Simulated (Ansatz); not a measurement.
## LaVO4 (P2_1/c): a many-body input that goes wrong, and its mend

What is wrong with this input for LaVO4 (P2_1/c)?

Calculated with Ansatz 0.2.0; G0W0 on r2SCAN, plane waves, PAW.

## (1) The structure

It takes space group P2_1/c (No. 14, monoclinic). Conventional cell: a = 6.725 Å, b = 7.283 Å, c = 8.399 Å, α = 90.00°, β = 125.80°, γ = 90.00°. Nearest to La lie 9 O at 2.49 to 2.89 Å. Nearest to V lie 4 O at 1.70 to 1.72 Å. Nearest to O lie 1 V at 1.72 Å and 2 La at 2.49 to 2.53 Å. Nearest to O lie 1 V at 1.70 Å and 2 La at 2.50 to 2.53 Å. O has 1 V at 1.70 Å and 2 La at 2.52 to 2.68 Å nearest. Nearest to O lie 1 V at 1.72 Å and 3 La at 2.56 to 2.89 Å. Farther neighbours and most contacts between anions are not listed.

The cell and positions come from the Crystallography Open Database and are kept as given unless a step says otherwise. Spin-orbit coupling is left out unless a step names it. The default PAW set here is soft_2. Its files were made with PBE.

## (2) First try

File input.yaml:

```yaml
crystal:
  lattice:
    - [6.725, 0.0, 0.0]
    - [0.0, 7.2827, 0.0]
    - [-4.9123006198, 0.0, 6.8121466218]
  atoms:
    - { symbol: La, position: [0.827399, 0.157198, 0.723776] }
    - { symbol: La, position: [0.172601, 0.657198, 0.776224] }
    - { symbol: La, position: [0.172601, 0.842802, 0.276224] }
    - { symbol: La, position: [0.827399, 0.342802, 0.223776] }
    - { symbol: V, position: [0.31429, 0.16481, 0.69917] }
    - { symbol: V, position: [0.68571, 0.66481, 0.80083] }
    - { symbol: V, position: [0.68571, 0.83519, 0.30083] }
    - { symbol: V, position: [0.31429, 0.33519, 0.19917] }
    - { symbol: O, position: [0.8171, 0.4979, 0.7446] }
    - { symbol: O, position: [0.1829, 0.9979, 0.7554] }
    - { symbol: O, position: [0.1829, 0.5021, 0.2554] }
    - { symbol: O, position: [0.8171, 0.0021, 0.2446] }
    - { symbol: O, position: [0.6098, 0.2795, 0.3821] }
    - { symbol: O, position: [0.3902, 0.7795, 0.1179] }
    - { symbol: O, position: [0.3902, 0.7205, 0.6179] }
    - { symbol: O, position: [0.6098, 0.2205, 0.8821] }
    - { symbol: O, position: [0.6587, 0.895, 0.4829] }
    - { symbol: O, position: [0.3413, 0.395, 0.0171] }
    - { symbol: O, position: [0.3413, 0.105, 0.5171] }
    - { symbol: O, position: [0.6587, 0.605, 0.9829] }
    - { symbol: O, position: [0.8898, 0.8436, 0.8857] }
    - { symbol: O, position: [0.1102, 0.3436, 0.6143] }
    - { symbol: O, position: [0.1102, 0.1564, 0.1143] }
    - { symbol: O, position: [0.8898, 0.6564, 0.3857] }
kpoints:
  mp_grid: { grid: [2, 2, 2] }
hamiltonian:
  xc: r2scan
scf:
  occupations: { method: fixed }
gw:
  n_empty_bands: 4
  ecut_chi: 40
  qp_bands: [v4, c4]
  qp_kpoints: band_edges
  screening: { model: contour_deformation }
```

Launch:

```console
$ ansatz run input.yaml --threads 24 --pin off --max-ram 82944MiB --backend cuda --events-out ev --progress --plain --runs-dir out --devices 1 --max-vram 78GiB
```

Numbers of over 12 decimals in the logs are rounded to 6 here.

Log:

```text
GPUs: using 1 of 1 available (devices: 1).
Engine: ansatz 0.2.0, aarch64-unknown-linux-gnu
Pseudopotentials: kind: paw
Pseudopotential: La, paw, valence charge 11, recommended cutoff 500 eV (meta_gga), La.paw.azcp
Pseudopotential: V, paw, valence charge 13, recommended cutoff 500 eV (meta_gga), V.paw.azcp
Pseudopotential: O, paw, valence charge 6, recommended cutoff 500 eV (meta_gga), O.paw.azcp
Functional definition: r2SCAN
  parameter k0 = 0.174
  parameter k1 = 0.065
  parameter a1 = 4.9479
  exchange = r2scan_x(k0 = k0, k1 = k1, a1 = a1)
  correlation = r2scan_c
[...]
Crystal: 24 atoms, lattice volume = 333.633 Å³
Basis set: ecut = 500 eV, 8465 PW (Γ), exchange–correlation on 200×216×256 points (64 copies of the dense FFT grid, shifted against one another)
Bands: 120, of which v1, the nominal top of the filled ones, is band 96 counted from 1 (95 counted from 0)
Symmetry: 4 space group operations
Space group: P21/c (ITA 14), of the structure as read, at distance tolerance 6.9e-5 Å
k-points: 8
Non-local potential: La, projectors of the file, l = 0: 3, l = 1: 2, l = 2: 2, l = 3: 3
Non-local potential: V, projectors of the file, l = 0: 3, l = 1: 2, l = 2: 3, l = 3: 1
Non-local potential: O, projectors of the file, l = 0: 2, l = 1: 2, l = 2: 1
PAW form: soft (Blöchl's): semilocal exchange-correlation on the pseudo side does not see the compensation charge
PAW frozen core: La, regenerated for the run's functional (the file was generated under x = pbe(κ = 0.804, μ = 0.219515), c = pbe(β = 0.066725))
PAW frozen core: V, regenerated for the run's functional (the file was generated under x = pbe(κ = 0.804, μ = 0.219515), c = pbe(β = 0.066725))
PAW frozen core: O, regenerated for the run's functional (the file was generated under x = pbe(κ = 0.804, μ = 0.219515), c = pbe(β = 0.066725))
PAW one-centre angular grid: La, 974 points (default); XC on 160 Gauss nodes
PAW one-centre angular grid: V, 590 points (default); XC on 160 Gauss nodes
PAW one-centre angular grid: O, 302 points (default); XC on 160 Gauss nodes
Initial density: superposition of atomic densities (neutral atoms: chi_scale 0, normalization atom), corrected by the library's trained network
Initial wavefunctions: pseudopotential atomic-orbital guess
[...]
Functional: x = r2scan, c = r2scan; τ floored in thin density (d = 2e-4 eV/Å³)
SCF iter   1: F=—  HF=-45861.124810 eV  |F-HF|=—  |Δ(HF+E_count)|=         —  Δρ=2.32e-2  dr2=2.15e0  dr2_τ=1.44e0  ethr=1.77e-3  ⟨swp⟩=4.0  Hψ=2943  notcnv=0  defer=143
preconditioner: auto → Resta (q_TF=auto, 2.488 Å⁻¹)  ε∞=5.0  [insulator: Δε(μ)=4.343 eV  Ē_g=12.456 eV  n_scr=82 (ndim 8)  ℏωp=25.1 eV  f_vac=0.045  ε∞_Penn≈5.0]
SCF iter   2: F=—  HF=-45861.555484 eV  |F-HF|=—  |Δ(HF+E_count)|=   4.31e-1  Δρ=2.24e-2  dr2=1.77e0  dr2_τ=1.82e-1  ethr=1.12e-3  ⟨swp⟩=3.0  Hψ=1934  notcnv=0  defer=163
SCF iter   3: F=—  HF=-45861.340883 eV  |F-HF|=—  |Δ(HF+E_count)|=   2.15e-1  Δρ=4.49e-3  dr2=6.25e-2  dr2_τ=3.01e-3  ethr=9.23e-4  ⟨swp⟩=2.6  Hψ=1286  notcnv=0  defer=134
SCF iter   4: F=—  HF=-45861.330315 eV  |F-HF|=—  |Δ(HF+E_count)|=   1.06e-2  Δρ=2.10e-3  dr2=1.58e-2  dr2_τ=1.02e-3  ethr=3.25e-5  ⟨swp⟩=3.0  Hψ=1533  notcnv=0  defer=176
SCF iter   5: F=—  HF=-45861.328781 eV  |F-HF|=—  |Δ(HF+E_count)|=   1.53e-3  Δρ=6.29e-4  dr2=1.26e-3  dr2_τ=1.43e-4  ethr=8.20e-6  ⟨swp⟩=2.4  Hψ=1237  notcnv=0  defer=176
SCF iter   6: F=—  HF=-45861.328742 eV  |F-HF|=—  |Δ(HF+E_count)|=   3.95e-5  Δρ=3.01e-4  dr2=3.87e-4  dr2_τ=1.53e-5  ethr=6.58e-7  ⟨swp⟩=2.0  Hψ=1232  notcnv=0  defer=176
[...]
SCF iter   9: F=—  HF=-45861.328708 eV  |F-HF|=—  |Δ(HF+E_count)|=   2.32e-7  Δρ=1.66e-5  dr2=1.02e-6  dr2_τ=1.10e-7  ethr=1.51e-9  ⟨swp⟩=2.0  Hψ=1421  notcnv=0  defer=128
SCF iter  10: F=—  HF=-45861.328708 eV  |F-HF|=—  |Δ(HF+E_count)|=   4.92e-8  Δρ=6.12e-6  dr2=1.72e-7  dr2_τ=6.94e-9  ethr=5.34e-10  ⟨swp⟩=2.0  Hψ=1191  notcnv=0  defer=128
SCF iter  11: F=-45861.328708 eV  HF=-45861.328708 eV  |F-HF|=2.27e-9  |Δ(HF+E_count)|=   1.31e-8  Δρ=1.36e-6  dr2=8.36e-9  dr2_τ=2.81e-10  ethr=5.21e-11  ⟨swp⟩=19.0  Hψ=4609  notcnv=0
SCF 1 converged in 11 iterations: F = -45861.328708 eV  dr2 = 8.36e-9
[...]
SCF converged after 11 iterations
[...]
1    93      6.5009   -25.4984     2.3855   -20.9561  0.8126     4.1543     4.3441  root ?
     1    94      6.5009   -25.4984     2.3855   -20.9561  0.8126     4.1543     4.3441  root ?
     1    95      6.7356   -25.4390     2.3303   -20.8789  0.8169     4.3089     4.5058  root ?
     1    96      6.7356   -25.4390     2.3303   -20.8789  0.8169     4.3089     4.5058  root ?
     1    97     10.8732   -16.0436    -3.8140   -23.8052  0.8021    16.0198    14.8208  root ?
     1    98     10.8732   -16.0436    -3.8140   -23.8052  0.8021    16.0198    14.8208  root ?
     1    99     11.0450   -16.4377    -3.1536   -24.3568  0.8271    16.7493    15.8105  root ?
     1   100     11.0450   -16.4377    -3.1536   -24.3568  0.8271    16.7493    15.8105  root ?
     2    93      6.6163   -25.4487     2.3634   -20.8859  0.8144     4.2250     4.4170  root ?
     2    94      6.6163   -25.4487     2.3634   -20.8859  0.8144     4.2250     4.4170  root ?
     2    95      6.8061   -25.5049     2.3391   -20.9466  0.8178     4.3946     4.5869  root ?
     2    96      6.8061   -25.5049     2.3391   -20.9466  0.8178     4.3946     4.5869  root ?
     2    97     10.9607   -16.1090    -2.9774   -23.7905  0.8298    16.5285    15.6649  root ?
     2    98     10.9607   -16.1090    -2.9774   -23.7905  0.8298    16.5285    15.6649  root ?
[...]
7    96      6.7680   -25.5260     2.3435   -20.9333  0.8182     4.3208     4.5189  root ?
     7    97     10.9948   -16.3181    -3.2329   -24.0528  0.8099    16.2778    15.4965  root ?
     7    98     10.9948   -16.3181    -3.2329   -24.0528  0.8099    16.2778    15.4965  root ?
     7    99     11.0534   -16.3378    -2.7663   -24.0360  0.8504    16.9843    15.9853  root ?
     7   100     11.0534   -16.3378    -2.7663   -24.0360  0.8504    16.9843    15.9853  root ?
```

It took 5.5 s on 1 × NVIDIA GB200 (shared by 2 runs) with 24 threads of Arm Neoverse V2, shared host; peak memory 1.9 GiB.

In the SCF lines HF is the Harris–Foulkes energy and dr2 the Hartree energy of the density residual, in eV; the loop may stop once dr2 is under the threshold and the program's other checks hold. Hψ counts applications of the Hamiltonian.

**What went wrong?**

The run ended normally, though the input holds a fault or crude settings.

The fault: four empty bands in G0W0. The sums over empty states are cut off almost at the gap, so screening and correlation are far from complete.

It printed a gap of 10.12 eV, which is an artefact of the settings.

## (3) A better input

Now the one-shot GW correction: screening in the RPA, then the self-energy of the levels asked for.

input.yaml, as its differences from that of step 2:

```diff
@@ -37,4 +37,4 @@
 gw:
-  n_empty_bands: 4
-  ecut_chi: 40
+  n_empty_bands: 462
+  ecut_chi: 72
   qp_bands: [v4, c4]
```

Log:

```text
GPUs: using 1 of 1 available (devices: 1).
[...]
Crystal: 24 atoms, lattice volume = 333.633 Å³
Basis set: ecut = 500 eV, 8465 PW (Γ), exchange–correlation on 200×216×256 points (64 copies of the dense FFT grid, shifted against one another)
Bands: 120, of which v1, the nominal top of the filled ones, is band 96 counted from 1 (95 counted from 0)
[... 1 set-up line as in the run before ...]
[...]
k-points: 8
[...]
SCF iter   1: F=—  HF=-45861.124810 eV  |F-HF|=—  |Δ(HF+E_count)|=         —  Δρ=2.32e-2  dr2=2.15e0  dr2_τ=1.44e0  ethr=1.77e-3  ⟨swp⟩=4.0  Hψ=2943  notcnv=0  defer=143
[...]
SCF iter   6: F=—  HF=-45861.328742 eV  |F-HF|=—  |Δ(HF+E_count)|=   3.95e-5  Δρ=3.01e-4  dr2=3.87e-4  dr2_τ=1.53e-5  ethr=6.58e-7  ⟨swp⟩=2.0  Hψ=1232  notcnv=0  defer=176
[...]
SCF 1 converged in 11 iterations: F = -45861.328708 eV  dr2 = 8.36e-9
[...]
SCF converged after 11 iterations
[...]
0   100     11.0579   -16.6198    -5.8265   -24.5159  0.7441    13.2006    13.1275  root
     1    93      6.5009   -25.4984     4.5216   -20.9561  0.7513     6.4802     6.4802  root
     1    94      6.5009   -25.4984     4.5216   -20.9561  0.7513     6.4802     6.4802  root
     1    95      6.7356   -25.4390     4.5218   -20.8789  0.7508     6.6973     6.6974  root
     1    96      6.7356   -25.4390     4.5218   -20.8789  0.7508     6.6973     6.6974  root
     1    97     10.8732   -16.0436    -5.8169   -23.8052  0.7483    12.8786    12.8179  root
     1    98     10.8732   -16.0436    -5.8169   -23.8052  0.7483    12.8786    12.8179  root
     1    99     11.0450   -16.4377    -5.8756   -24.3568  0.7467    13.1581    13.0885  root
[...]
7    97     10.9948   -16.3181    -5.7235   -24.0528  0.7475    13.0724    13.0059  root
     7    98     10.9948   -16.3181    -5.7235   -24.0528  0.7475    13.0724    13.0059  root
     7    99     11.0534   -16.3378    -5.6937   -24.0360  0.7486    13.1229    13.0579  root
     7   100     11.0534   -16.3378    -5.6937   -24.0360  0.7486    13.1229    13.0579  root
```

Run time: 8.7 s. Hardware: 1 × NVIDIA GB200 (shared by 2 runs) with 24 threads; peak memory 3.4 GiB; 31 s of CPU time.

Numbers from this step:

- bands summed: 558
- RPA ε∞ on this mesh (eigenvalues): 3.811, 3.841, 4.330
- plane waves in the screening matrix: 453
- q-points in the mesh: 8
- G0W0 gap on the mesh: 5.882 eV
- k of the valence top: -0.5, 0, 0
- k of the conduction bottom: -0.5, -0.5, 0
- starting gap on the mesh: 3.930 eV
- Z at the valence top: 0.7524
- Z at the conduction bottom: 0.7509
- least direct G0W0 gap on the computed points: 5.987 eV

The gap on the mesh goes from 3.93 eV to 5.88 eV, a correction of +1.95 eV. Between the two edge states, bare exchange in place of the xc potential would open the gap by 12.20 eV, and correlation takes back 10.25 eV.

## (4) Outcome

| Item | Value |
| --- | --- |
| first try | converged after 5.5 s |
| better run | G0W0 gap on the mesh 5.88 eV (2×2×2 mesh, 462 empty bands, screening to 72 eV) |

The second run differs in: empty bands and screening cutoff (eV). Bands and cutoff are finite, so the gap is not at the basis limit. The miss can reach some tenths of an eV and take either sign; the mesh is an error of its own. The 2×2×2 mesh is coarse for this cell (its supercell is 13 Å along the shortest edge). The RPA ε∞ on it, from the r2SCAN start, is 3.81, 3.84 and 4.33; such meshes misread the long-range screening, most where the gap is narrow. Empty 4f levels lie among the conduction bands. Their place in the start is unsure; it enters the screening, and the edge itself where they lie low. The runs have no spin polarisation. For a closed low-spin shell that is the natural state; where a d or f shell is open it is a constraint, and the gap is then not the crystal's own. With d states at the gap, one-shot GW leans hard on its start. The many-body steps are scalar-relativistic: spin-orbit coupling is not in them.

[Paths, hosts, dates, memory and timing lines, banners, echoed tables and standing remarks are left out of the program output.]

[Logs are printed without paths, hosts, clocks, repeated set-up lines and the standing remarks that a program may print on its own settings, such as how far it seeks lower states.]

[Runs of the session that timed out or met a known fault of the program may be left out.]

[Cells called generated may have been cut or substituted from an entry of the Crystallography Open Database or the Materials Project.]

[Hosts, paths, dates, database ids (printed as entryN), source tags and the programs' standing remarks are cut or masked in the printed files.]
